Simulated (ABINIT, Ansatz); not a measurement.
# Converging GW for CsPbCl3 (Pm-3m) in ABINIT, part 2 of 2

What does each rung of G0W0 on CsPbCl3 (Pm-3m) cost, and what does it buy?

ABINIT 10.8.3; PBEsol and many-body steps on it, plane waves. Known limits of the many-body steps: not at the basis limit; exchange with frozen shells missing; no spin-orbit coupling; coarse k mesh.

So far. Step 3 (Screening, 2×2×2 mesh, 57 bands, screening to 62.6 eV): Local fields lower ε∞ by 12 %. On a Γ-centred mesh this coarse the value itself is usually too large, while a short band sum pulls it down. Step 4 (57 bands, 62.6 eV): The gap on the mesh goes from 1.80 eV to 3.00 eV, a correction of +1.20 eV.

**6. 138 bands, 114.3 eV**

This step: G0W0 on PBEsol, plane waves, norm-conserving pseudopotentials.

The input, run.abi:

```
acell 3*1.0 Angstrom
rprim 
  5.605000000000 0.000000000000 0.000000000000
  0.000000000000 5.605000000000 0.000000000000
  0.000000000000 0.000000000000 5.605000000000
ntypat 3
znucl 55 82 17
natom 5
typat 1 2 3 3 3
xred 
  0.000000000000 0.000000000000 0.000000000000
  0.500000000000 0.500000000000 0.500000000000
  0.500000000000 0.500000000000 0.000000000000
  0.000000000000 0.500000000000 0.500000000000
  0.500000000000 0.000000000000 0.500000000000
pp_dirpath "pseudos"
pseudos "Cs.upf, Pb.upf, Cl.upf"
ecut 25
ngkpt 2 2 2
nshiftk 1
shiftk 0 0 0
kptopt 1
chksymbreak 0
istwfk *1
occopt 1
irdwfk 1
optdriver 4
nband 138
gwcalctyp 0
ecutsigx 25
symsigma 1
nkptgw 2
kptgw 
  0.5000000000 0.5000000000 0.5000000000
  0.0000000000 0.0000000000 0.0000000000
bdgw 
  19 25
  20 25
ecuteps 4.2
irdscr 1
ppmodel 1
indata_prefix "in"
outdata_prefix "out"
tmpdata_prefix "tmp"
```

Started as:

```console
> OMP_NUM_THREADS=1 mpirun -n 4 abinit run.abi > log
```

Numbers of over 12 decimals in the logs are rounded to 6 here.

Output:

```text
.Version 10.8.3 of ABINIT. v10.8.2 released Aug 2026.

 Symmetries : space group Pm -3 m (#221); Bravais cP (primitive cubic)
[... echo of the input left out ...]
== DATASET  1 ==================================================================
-   mpi_nproc: 4, omp_nthreads: 1 (-1 if OMP is not activated)

--- !DatasetInfo
iteration_state: {dtset: 1, }
dimensions: {natom: 5, nkpt: 4, mband: 138, nsppol: 1, nspinor: 1, nspden: 1, mpw: 7123, }
cutoff_energies: {ecut:  25.0, pawecutdg:  -1.0, }
electrons: {nelect:   4.40000000E+01, charge:   0.00000000E+00, occopt:   1.00000000E+00, tsmear:   1.00000000E-02, }

 SIGMA: Calculation of the GW corrections

 Based on a program developped by R.W. Godby, V. Olevano, G. Onida, and L. Reining.
 Incorporated in ABINIT by V. Olevano, G.-M. Rignanese, and M. Torrent.
.Using double precision arithmetic ; gwpc =  8

[... cell and pseudopotentials left out ...]
--------------------------------------------------------------------------------

 ==== K-mesh for the wavefunctions ====
 Number of points in the irreducible wedge :     4
[... list of points left out ...]
 Together with 48 symmetry operations and time-reversal symmetry
 yields     8 points in the full Brillouin Zone.

 ==== Q-mesh for screening function ====
 Number of points in the irreducible wedge :     4
[... list of points left out ...]
 Together with 48 symmetry operations and time-reversal symmetry
 yields     8 points in the full Brillouin Zone.

 vcoul_init : cutoff-mode = AUXILIARY_FUNCTION
 q-points for optical limit:   1
     1)      0.000010    0.000020    0.000030
 setmesh: FFT mesh size selected  =    48x   48x   48
          total number of points  =       110592

 Number of electrons calculated from density =   44.0000; Expected =   44.0000
[...]
number of omega for Sigma on real axis              0
 max omega for Sigma on real axis  [eV]           0.00
 zcut for avoiding poles [eV]                     0.10

 EPSILON^-1 parameters (SCR file):
 dimension of the eps^-1 matrix on file            461
 dimension of the eps^-1 matrix used               461
 number of plane-waves for wavefunctions          7123
 number of bands                                   138
 number of q-points in IBZ                           4
 number of frequencies                               2
 number of real frequencies                          1
 number of imag frequencies                          1

 matrix elements of self-energy operator (all in [eV])

 Perturbative Calculation

--- !SelfEnergy_ee
iteration_state: {dtset: 1, }
kpoint     : [   0.500,    0.500,    0.500, ]
spin       : 1
KS_gap     :    1.802
QP_gap     :    3.085
Delta_QP_KS:    1.283
data: !SigmaeeData |
     Band     E0 <VxcDFT>   SigX SigC(E0)      Z dSigC/dE  Sig(E)    E-E0       E
       19  -0.224 -14.108 -18.448   3.181   0.769  -0.300 -14.999  -0.891  -1.116
       20  -0.224 -14.108 -18.448   3.181   0.769  -0.300 -14.999  -0.891  -1.116
       21  -0.224 -14.108 -18.448   3.181   0.769  -0.300 -14.999  -0.891  -1.116
[...]
--- !SelfEnergy_ee
iteration_state: {dtset: 1, }
kpoint     : [   0.000,    0.000,    0.000, ]
spin       : 1
KS_gap     :    5.730
QP_gap     :    7.102
Delta_QP_KS:    1.372
data: !SigmaeeData |
     Band     E0 <VxcDFT>   SigX SigC(E0)      Z dSigC/dE  Sig(E)    E-E0       E
[...]
24   6.178  -6.728  -2.853  -3.118   0.840  -0.190  -6.092   0.636   6.813
       25   6.178  -6.728  -2.853  -3.118   0.840  -0.190  -6.092   0.636   6.813

== END DATASET(S) ==============================================================
================================================================================

 -outvars: echo values of variables after computation  --------
           etotal      0.0000000000E+00
            nband         138
             nkpt           4
          spgroup         221
 [... the other variables as echoed above ...]

 Calculation completed.
```

Run time: 19 s. Hardware: 4 MPI ranks of Arm Neoverse V2, shared host; peak memory 1.2 GiB; 77 s of CPU time.

This step gave:

```yaml
g0w0_gap_on_the_points_computed: 3.085 eV
starting_gap_on_the_mesh: 1.802 eV
k_of_the_valence_top: 0.5, 0.5, 0.5
k_of_the_conduction_bottom: 0.5, 0.5, 0.5
z_at_the_valence_top: 0.79
z_at_the_conduction_bottom: 0.818
least_direct_g0w0_gap_on_the_computed_points: 3.085 eV
```

Against G0W0 in ABINIT (2×2×2 mesh, 57 bands, screening to 62.6 eV, Godby-Needs plasmon pole), the gap moves by +0.087 eV.

**7. Screening, 2×2×2 mesh, 308 bands, screening to 176.9 eV**

This step: RPA screening on PBEsol, plane waves, norm-conserving pseudopotentials.

Changes to run.abi since step 6:

```diff
@@ -26,17 +26,8 @@
 irdwfk 1
-optdriver 4
-nband 138
-gwcalctyp 0
-ecutsigx 25
-symsigma 1
-nkptgw 2
-kptgw 
-  0.5000000000 0.5000000000 0.5000000000
-  0.0000000000 0.0000000000 0.0000000000
-bdgw 
-  19 25
-  20 25
-ecuteps 4.2
-irdscr 1
-ppmodel 1
+optdriver 3
+nband 308
+ecuteps 6.5
+inclvkb 2
+awtr 1
+symchi 1
 indata_prefix "in"
```

Output:

```text
.Version 10.8.3 of ABINIT. v10.8.2 released Aug 2026.

 Symmetries : space group Pm -3 m (#221); Bravais cP (primitive cubic)
[... echo of the input left out ...]
== DATASET  1 ==================================================================
-   mpi_nproc: 4, omp_nthreads: 1 (-1 if OMP is not activated)

--- !DatasetInfo
iteration_state: {dtset: 1, }
dimensions: {natom: 5, nkpt: 4, mband: 308, nsppol: 1, nspinor: 1, nspden: 1, mpw: 7123, }
cutoff_energies: {ecut:  25.0, pawecutdg:  -1.0, }
[...]
--------------------------------------------------------------------------------
[... chi0 elements left out ...]
 For q-point:  0.000010 0.000020 0.000030
  dielectric constant =   7.9935
  dielectric constant without local fields =   9.1809

  Average fulfillment of the sum rule on Im[epsilon] for q-point    1 :     89.23  [%]
[... wings left out ...]
  q-point number  2        q = ( 0.500000, 0.000000, 0.000000) [r.l.u.]
--------------------------------------------------------------------------------
[... chi0 elements left out ...]
  Average fulfillment of the sum rule on Im[epsilon] for q-point    2 :     96.20  [%]

 [... 2 further q-points ...]
```

Run time: 1.9 min. Hardware: 4 MPI ranks; peak memory 1.9 GiB; 7.5 min of CPU time.

Numbers from this step:

- ε∞ with local fields, on this mesh, along the program's q direction: 7.994
- the same without local fields: 9.181
- plasma frequency: 18.56 eV
- plane waves in the screening matrix: 925

**8. 308 bands, 176.9 eV**

This step: G0W0 on PBEsol, plane waves, norm-conserving pseudopotentials.

Changes to run.abi since step 7:

```diff
@@ -26,8 +26,17 @@
 irdwfk 1
-optdriver 3
+optdriver 4
 nband 308
+gwcalctyp 0
+ecutsigx 25
+symsigma 1
+nkptgw 2
+kptgw 
+  0.5000000000 0.5000000000 0.5000000000
+  0.0000000000 0.0000000000 0.0000000000
+bdgw 
+  19 25
+  20 25
 ecuteps 6.5
-inclvkb 2
-awtr 1
-symchi 1
+irdscr 1
+ppmodel 1
 indata_prefix "in"
```

Output:

```text
.Version 10.8.3 of ABINIT. v10.8.2 released Aug 2026.

 Symmetries : space group Pm -3 m (#221); Bravais cP (primitive cubic)
[... echo of the input left out ...]
== DATASET  1 ==================================================================
-   mpi_nproc: 4, omp_nthreads: 1 (-1 if OMP is not activated)

--- !DatasetInfo
iteration_state: {dtset: 1, }
dimensions: {natom: 5, nkpt: 4, mband: 308, nsppol: 1, nspinor: 1, nspden: 1, mpw: 7123, }
cutoff_energies: {ecut:  25.0, pawecutdg:  -1.0, }
[...]
Band     E0 <VxcDFT>   SigX SigC(E0)      Z dSigC/dE  Sig(E)    E-E0       E
[...]
24   6.178  -6.728  -2.853  -3.319   0.839  -0.193  -6.262   0.466   6.643
       25   6.178  -6.728  -2.853  -3.319   0.839  -0.193  -6.262   0.466   6.643

== END DATASET(S) ==============================================================
================================================================================

 -outvars: echo values of variables after computation  --------
           etotal      0.0000000000E+00
            nband         308
             nkpt           4
          spgroup         221
 [... the other variables as echoed above ...]

 Calculation completed.
```

Run time: 2.3 min. Hardware: 4 MPI ranks; peak memory 2.4 GiB; 9 min of CPU time.

This step gave:

```yaml
g0w0_gap_on_the_points_computed: 3.212 eV
starting_gap_on_the_mesh: 1.802 eV
k_of_the_valence_top: 0.5, 0.5, 0.5
k_of_the_conduction_bottom: 0.5, 0.5, 0.5
least_direct_g0w0_gap_on_the_computed_points: 3.212 eV
```

Against G0W0 in ABINIT (2×2×2 mesh, 138 bands, screening to 114.3 eV, Godby-Needs plasmon pole), the gap moves by +0.127 eV.

**9. The runs together**

Times are wall times on 4 MPI ranks of Arm Neoverse V2, shared host, good to a factor of about two. A run's time includes the screening step that it read.

| run | mesh | bands | screening cutoff (eV) | DFT gap (eV) | gap on the mesh (eV) | direct (eV) | ε∞ used | time |
| --- | --- | --- | --- | --- | --- | --- | --- | --- |
| 57 bands, 62.6 eV | 2×2×2 | 57 | 62.6 | 1.802 | 2.998 | 2.998 | 7.96 | 15 s |
| 138 bands, 114.3 eV | 2×2×2 | 138 | 114.3 | 1.802 | 3.085 | 3.085 | 7.96 | 51 s |
| 308 bands, 176.9 eV | 2×2×2 | 308 | 176.9 | 1.802 | 3.212 | 3.212 | 7.99 | 4.1 min |

**10. What came out**

- 57 bands, 62.6 eV: 2.998 eV
- 138 bands, 114.3 eV: 3.085 eV
- 308 bands, 176.9 eV: 3.212 eV
- known limits: not at the basis limit; exchange with frozen shells missing; no spin-orbit coupling; coarse k mesh

From the first rung to the last the gap moves by +0.21 eV for 17 times the time. The steps are not yet shrinking, so no limit is drawn. In the first G0W0 run levels were corrected at 2 k points alone, so a gap called «on the mesh» is the least over those, and an edge elsewhere would be missed. The 2×2×2 mesh is coarse for this cell, which bears on the long-range parts of exchange and screening. Where an edge is built on 6p states of lead, bismuth or thallium, scalar-relativistic gaps usually stand too wide, by a few tenths to over one eV. This is the ideal cubic cell; many perovskites, halides above all, are cubic only on average, and local tilts or off-centring can widen the gap. The norm-conserving file of at least one element keeps a d shell over frozen s and p shells of the same row. Exchange with those shells is missing from the self-energy, an error of 0.3 to 0.9 eV in cases checked, whose sign depends on which edge lies on those atoms. The many-body steps are scalar-relativistic: spin-orbit coupling is not in them.

[Paths, hosts, dates, memory and timing lines, banners, echoed tables and standing remarks are left out of the program output.]

[Logs are printed without paths, hosts, clocks, repeated set-up lines and the standing remarks that a program may print on its own settings, such as how far it seeks lower states.]

[Runs of the session that timed out or met a known fault of the program may be left out.]

[No measured gap is set beside runs whose start may be inverted or whose files or cutoffs have a known fault.]

[Hosts, paths, dates, database ids (printed as entryN), source tags and the programs' standing remarks are cut or masked in the printed files.]

[G0W0 gaps are taken among the corrected bands and points alone; a level outside them can change the order at an edge.]

[Where Ansatz stands beside ABINIT at settings called matched, ABINIT's density can come from a denser mesh and the files from another edition; pairs whose starting gaps differed by over 0.03 eV were left out, so agreement reads better than it is.]
